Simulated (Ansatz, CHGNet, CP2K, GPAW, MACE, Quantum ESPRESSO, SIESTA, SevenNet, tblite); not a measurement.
# Ta(100)/ZrC(100) interface (56 atoms) in CP2K

How do the settings of CP2K change the result for Ta(100)/ZrC(100) interface (56 atoms)? A plane-wave run serves as the yardstick.

Method: the method is named at each step, in CP2K 2026.2.

## (1) Set-up

The cell holds 56 atoms: 24 Ta, 16 Zr and 16 C. Cell: a = 13.619 Å, b = 6.606 Å, c = 11.983 Å, α = 90.0°, β = 90.0°, γ = 104.0°. Bcc Ta(100), 3 repeat layers, 8 surface cells, strained -0.00 and +0.00 %; rock-salt ZrC(100), 2 layers, 8 cells, -0.57 and -0.57 %; outer planes 3.13 Å apart and 3.19 Å at the second interface of the periodic stack; not relaxed, displaced by a Gaussian of 0.02 Å. Then every atom was moved at random, 0.02 Å r.m.s. a Cartesian component. Regions: Ta, 24 atoms (24 Ta); ZrC, 32 atoms (16 Zr and 16 C). The structure's axis is c.

The yardstick, on the same geometry:

```
method                 : Kohn-Sham DFT, PBE, PAW, plane waves (Ansatz 0.2.0); cutoff 420 eV, Γ point, fermi-dirac smearing of 0.05 eV; PAW set soft_2
r.m.s. force component : 0.4773 eV/Å
longest force          : 1.566 eV/Å
pressure               : -11.57 GPa
SCF cycles             : 9
time                   : 15 s on 4 threads of Arm Neoverse V1, shared host
CPU time               : 56 s
```

## (2) PBE, DZVP-UZH, 600/50 Ry, diagonalisation

Method: Kohn-Sham DFT, PBE, GTH-PBE pseudopotentials, Gaussian and plane waves, DZVP-MOLOPT (UZH set), diagonalisation.

The input, input.inp:

```
&GLOBAL
  PROJECT cell
  RUN_TYPE ENERGY_FORCE
  PRINT_LEVEL LOW
&END GLOBAL
&FORCE_EVAL
  METHOD QS
  STRESS_TENSOR ANALYTICAL
  &DFT
    BASIS_SET_FILE_NAME BASIS_MOLOPT_UZH
    POTENTIAL_FILE_NAME POTENTIAL_UZH
    &MGRID
      CUTOFF 600
      REL_CUTOFF 50
      NGRIDS 5
    &END MGRID
    &QS
      EPS_DEFAULT 1.0E-12
    &END QS
    &SCF
      SCF_GUESS ATOMIC
      EPS_SCF 1.0E-06
      MAX_SCF 200
      ADDED_MOS 42
      &DIAGONALIZATION
        ALGORITHM STANDARD
      &END DIAGONALIZATION
      &SMEAR ON
        METHOD FERMI_DIRAC
        ELECTRONIC_TEMPERATURE [K] 580
      &END SMEAR
      &MIXING
        METHOD BROYDEN_MIXING
        ALPHA 0.15
        NBROYDEN 8
      &END MIXING
      &PRINT
        &RESTART OFF
        &END RESTART
      &END PRINT
    &END SCF
    &XC
      &XC_FUNCTIONAL PBE
      &END XC_FUNCTIONAL
    &END XC
    &PRINT
      &MULLIKEN ON
      &END MULLIKEN
      &HIRSHFELD ON
        SHAPE_FUNCTION DENSITY
      &END HIRSHFELD
      &MO ON
        EIGENVALUES T
        OCCUPATION_NUMBERS T
        MO_INDEX_RANGE 273 296
        &EACH
          QS_SCF 0
        &END EACH
        ADD_LAST NUMERIC
      &END MO
    &END PRINT
  &END DFT
  &SUBSYS
    &CELL
      A 13.61860 0.00000 0.00000
      B -1.60219 6.40876 0.00000
      C 0.00000 0.00000 11.98281
    &END CELL
    &TOPOLOGY
      COORD_FILE_NAME structure.xyz
      COORD_FILE_FORMAT XYZ
    &END TOPOLOGY
    &KIND Ta
      BASIS_SET DZVP-MOLOPT-PBE-GTH-q13
      POTENTIAL GTH-PBE-q13
    &END KIND
    &KIND Zr
      BASIS_SET DZVP-MOLOPT-PBE-GTH-q12
      POTENTIAL GTH-PBE-q12
    &END KIND
    &KIND C
      BASIS_SET DZVP-MOLOPT-PBE-GTH-q4
      POTENTIAL GTH-PBE-q4
    &END KIND
  &END SUBSYS
  &PRINT
    &FORCES ON
    &END FORCES
    &STRESS_TENSOR ON
    &END STRESS_TENSOR
  &END PRINT
&END FORCE_EVAL
```

The input, structure.xyz:

```xyz
56

Ta 9.58581 2.35894 11.90528
Ta 7.59284 3.66587 1.62882
Ta 6.41510 1.58771 3.33038
Ta 8.81232 5.53569 0.01270
Ta 8.40840 0.38677 1.65435
Ta 5.62353 4.77087 3.28317
Ta 6.40781 1.57438 0.01270
Ta 4.38867 2.79640 1.67771
Ta 3.19942 0.80404 3.28796
Ta 5.61185 4.81650 11.94267
Ta 3.59819 6.00462 1.64200
Ta 2.41805 4.03355 3.25693
Ta 3.25944 0.81398 11.97922
Ta 1.19126 2.06279 1.60773
Ta 0.00213 0.03506 3.27598
Ta 2.41432 3.99727 11.95837
Ta 0.39463 5.20302 1.67148
Ta 12.80793 3.23450 3.32175
Ta -1.59528 6.40184 0.06219
Ta 11.66725 1.21452 1.64081
Ta 8.80470 5.60920 3.31433
Ta -0.80631 3.22687 11.93248
Ta 10.86308 4.39692 1.63949
Ta 9.57041 2.41239 3.34129
Zr 0.03093 1.47946 6.42650
C 11.65903 2.65393 6.42482
Zr 11.59705 2.69053 8.80856
C -0.02556 1.45267 8.84727
Zr 10.44424 0.64062 6.47156
C 8.38032 1.89417 6.47024
Zr 8.37641 1.83355 8.78616
C 10.40234 0.68894 8.78352
Zr 5.63260 6.26097 6.40373
C 5.22688 1.09904 6.42195
Zr 5.19449 1.02867 8.81815
C 5.63752 6.25706 8.77130
Zr 2.36214 5.40931 6.41955
C 2.04736 0.30474 6.48630
Zr 2.01988 0.22565 8.80485
C 2.38798 5.47430 8.80449
Zr -0.76296 4.64686 6.40721
C 10.80786 5.85979 6.40805
Zr 10.83148 5.88299 8.73415
C -0.78347 4.67224 8.74386
Zr 9.61593 3.88685 6.36155
C 7.60634 5.06471 6.41020
Zr 7.61510 5.09996 8.80054
C 9.61135 3.85179 8.81240
Zr 6.43286 3.04903 6.40421
C 4.44005 4.27304 6.41140
Zr 4.43442 4.25420 8.80209
C 6.43088 3.07928 8.80820
Zr 3.17393 2.21339 6.44100
C 1.21020 3.43221 6.46676
Zr 1.21439 3.42907 8.83493
C 3.24008 2.27562 8.82570
```

Launch:

```console
> OMP_NUM_THREADS=1 mpirun -np 4 cp2k.psmp -i input.inp > output.txt
```

Numbers of over 12 decimals in the logs are rounded to 6 here.

The program printed:

```text
CP2K| version string:                                       CP2K version 2026.2
 CP2K| Input file name                                                 input.inp
 GLOBAL| Basis set file name                                    BASIS_MOLOPT_UZH
 GLOBAL| Potential file name                                       POTENTIAL_UZH
 GLOBAL| Run type                                                   ENERGY_FORCE
 GLOBAL| Total number of message passing processes                             4
 GLOBAL| Number of threads for this process                                    1
 TOTAL NUMBERS AND MAXIMUM NUMBERS
  Total number of            - Atomic kinds:                                   3
                             - Atoms:                                         56
                             - Shell sets:                                    56
                             - Shells:                                       400
                             - Primitive Cartesian functions:                336
                             - Cartesian basis functions:                   1464
                             - Spherical basis functions:                   1248
  Maximum angular momentum of- Orbital basis functions:                        3
                             - Local part of the GTH pseudopotential:          2
                             - Non-local part of the GTH pseudopotential:      4
 SCF PARAMETERS         Density guess:                                    ATOMIC
                        max_scf:                                             200
                        eps_scf:                                        1.00E-06
                        added MOs                                        42    0
                        Mixing method:                            BROYDEN_MIXING
                                                charge density mixing in g-space
                        Smear method:                                FERMI_DIRAC
                        Electronic temperature [K]:                        580.0
                        Electronic temperature [a.u.]:                  1.84E-03
                        Accuracy threshold:                             1.00E-10
 Extrapolation method: initial_guess
 Number of electrons:                                                        568
 Number of occupied orbitals:                                                284
 Number of molecular orbitals:                                               326
 Number of orbital functions:                                               1248
 Number of independent orbital functions:                                   1248
 SCF WAVEFUNCTION OPTIMIZATION
  Step     Update method      Time    Convergence         Total energy    Change
     1 NoMix/Diag. 0.15E+00    7.2     1.30743046     -2246.5604778807 -2.25E+03
     2 Broy./Diag. 0.15E+00   12.3     0.23096529     -2234.8098968812  1.18E+01
     3 Broy./Diag. 0.15E+00   12.2     0.41968027     -2236.6555133524 -1.85E+00
     4 Broy./Diag. 0.15E+00   12.2     0.12838658     -2237.8304451298 -1.17E+00
[...]
21 Broy./Diag. 0.15E+00   12.4     0.00000100     -2233.2140305868  5.06E-05
    22 Broy./Diag. 0.15E+00   12.5     0.00000063     -2233.2140190116  1.16E-05
  *** SCF run converged in    22 steps ***
  Electronic density on regular grids:       -567.9999999999        0.0000000001
  Core density on regular grids:              567.9999999994       -0.0000000006
  Total charge density on r-space grids:       -0.0000000005
  Total charge density g-space grids:          -0.0000000005
  Overlap energy of the core charge distribution:               9.07792e-09
  Self energy of the core charge distribution:              -3655.306897
  Core Hamiltonian energy:                                    808.994957
  Hartree energy:                                             897.634754
  Exchange-correlation energy:                               -284.521975
  Electronic entropic energy:                                  -0.014859
  Fermi energy:                                                 0.367822
  Total energy:                                             -2233.214019
  Total energy (extrapolated to T->0):                      -2233.206590
 MO| EIGENVALUES AND OCCUPATION NUMBERS
 MO|
 MO|  Index      Eigenvalue [a.u.]        Eigenvalue [eV]             Occupation
 MO|    273               0.349873               9.520518               1.999886
 MO|    274               0.350589               9.540009               1.999832
 MO|    275               0.351962               9.577365               1.999644
[...]
MO|    295               0.388156              10.562252               0.000031
 MO|    296               0.390634              10.629690               0.000008
 MO| Sum:                                                             568.000000
 MO| E(Fermi):            0.367822 a.u.         10.008941 eV
 !-----------------------------------------------------------------------------!
                     Mulliken Population Analysis
 #  Atom  Element  Kind  Atomic population                           Net charge
       1     Ta       1         12.835641                              0.164359
       2     Ta       1         13.098285                             -0.098285
       3     Ta       1         12.859239                              0.140761
[...]
55     Zr       2         11.752295                              0.247705
      56     C        3          4.331010                             -0.331010
 # Total charge                            568.000000                  0.000000
 !-----------------------------------------------------------------------------!
 !-----------------------------------------------------------------------------!
                           Hirshfeld Charges
  #Atom  Element  Kind  Ref Charge     Population                    Net charge
      1       Ta     1      13.000         12.870                         0.130
      2       Ta     1      13.000         13.076                        -0.076
      3       Ta     1      13.000         12.883                         0.117
[...]
55       Zr     2      12.000         11.767                         0.233
     56       C      3       4.000          4.313                        -0.313
  Total Charge                                                            0.000
 !-----------------------------------------------------------------------------!
 ENERGY| Total FORCE_EVAL ( QS ) energy [hartree]          -2233.214036
 FORCES| Atomic forces [hartree/bohr]
 FORCES|   Atom     x               y               z               |f|
 FORCES|      1  8.54424522E-03  8.81505937E-03  2.83328361E-02   3.08781314E-02
 FORCES|      2  4.00184479E-03 -2.64545052E-02  1.87816558E-03   2.68213183E-02
 FORCES|      3 -2.96093931E-03 -1.61141836E-03 -2.26156354E-02   2.28654936E-02
[...]
FORCES|     55 -3.90685932E-03  7.14829444E-03  4.96401325E-03   9.53955401E-03
 FORCES|     56 -5.26451753E-03 -1.02807493E-02 -1.37248332E-02   1.79382273E-02
 FORCES| Sum    -4.75162108E-06  3.91381859E-05 -6.46208108E-05
 FORCES| Total atomic force                                       7.56982476E-05
 STRESS| Analytical stress tensor [bar]
 STRESS|                        x                   y                   z
 STRESS|      x       -1.01197831164E+05  -5.41885196584E+03   2.16416949990E+04
 STRESS|      y       -5.41885196584E+03  -8.16138972348E+04   1.52504109439E+04
 STRESS|      z        2.16416949990E+04   1.52504109439E+04  -1.48240627601E+05
 STRESS| 1/3 Trace                                            -1.10350785333E+05
```

Elapsed: 5.5 min, on 4 MPI ranks of Arm Neoverse V1, shared host; peak memory 6.1 GiB.

Banners, paths, timers and routine set-up lines are dropped from the logs unmarked, and long logs keep their key lines alone; longer cuts are marked.

Compared with the plane-wave run:

```
r.m.s. force component                  : 0.4849 eV/Å
r.m.s. difference of force components   : 43.57 meV/Å
longest difference of force vectors     : 150.9 meV/Å
force difference over r.m.s. force      : 9.127 %
slope of forces against the reference's : 1.012
correlation of force components         : 0.996
pressure                                : -11.04 GPa
pressure difference                     : 0.5346 GPa
```

Length of the force difference by element (eV/Å):

| element | atoms | mean | most |
| --- | --- | --- | --- |
| C | 16 | 0.027 | 0.038 |
| Ta | 24 | 0.023 | 0.038 |
| Zr | 16 | 0.13 | 0.15 |

Local excerpt of 12 atoms (numbers count through the whole input) about Ta18, picked at random; x, y, z are measured from there.

| atom | x | y | z | distance (Å) | Hirshfeld charge (e) | Fx | Fy | Fz (eV/Å) |
| --- | --- | --- | --- | --- | --- | --- | --- | --- |
| Ta18 | 0.00 | 0.00 | 0.00 | 0.00 | 0.11 | -0.56 | -0.45 | -1.21 |
| Ta23 | -1.94 | 1.16 | -1.68 | 2.82 | -0.07 | -0.64 | -0.04 | 0.19 |
| Ta17 | 1.21 | 1.97 | -1.65 | 2.84 | -0.06 | -0.01 | 0.37 | -0.12 |
| Ta20 | -1.14 | -2.02 | -1.68 | 2.86 | -0.06 | -0.71 | -0.12 | -0.06 |
| Ta14 | 2.00 | -1.17 | -1.71 | 2.88 | -0.06 | 0.10 | -0.75 | 0.41 |
| Ta15 | 0.81 | -3.20 | -0.05 | 3.30 | 0.11 | -0.34 | -0.19 | -0.86 |
| Ta15 | -0.79 | 3.21 | -0.05 | 3.31 | 0.11 | -0.34 | -0.19 | -0.86 |
| Ta12 | 3.23 | 0.80 | -0.06 | 3.33 | 0.10 | -0.22 | -0.27 | -0.84 |
| Ta24 | -3.24 | -0.82 | 0.02 | 3.34 | 0.12 | -0.35 | -0.30 | -1.19 |
| C26 | -1.15 | -0.58 | 3.10 | 3.36 | -0.31 | -0.13 | 0.54 | 0.21 |
| Ta22 | 0.00 | -0.01 | -3.37 | 3.37 | 0.12 | 0.29 | 0.27 | 1.08 |
| Zr41 | 0.05 | 1.41 | 3.09 | 3.39 | 0.24 | -0.36 | -0.04 | 0.35 |

Forces lie 9.1 % from the reference's, at 23 times its CPU time.

The difference per atom is largest on Zr (0.13 eV/Å on average, against 0.027 on C).

[end of part 1 of 2]

[Also dropped from logs without a mark: logging warnings of Python, and SIESTA's first energy breakdown and zero terms.]

[Logs are printed without paths, hosts, clocks, repeated set-up lines and the standing remarks that a program may print on its own settings, such as how far it seeks lower states.]

[Hosts, paths, dates, database ids (printed as entryN), source tags and the programs' standing remarks are cut or masked in the printed files.]
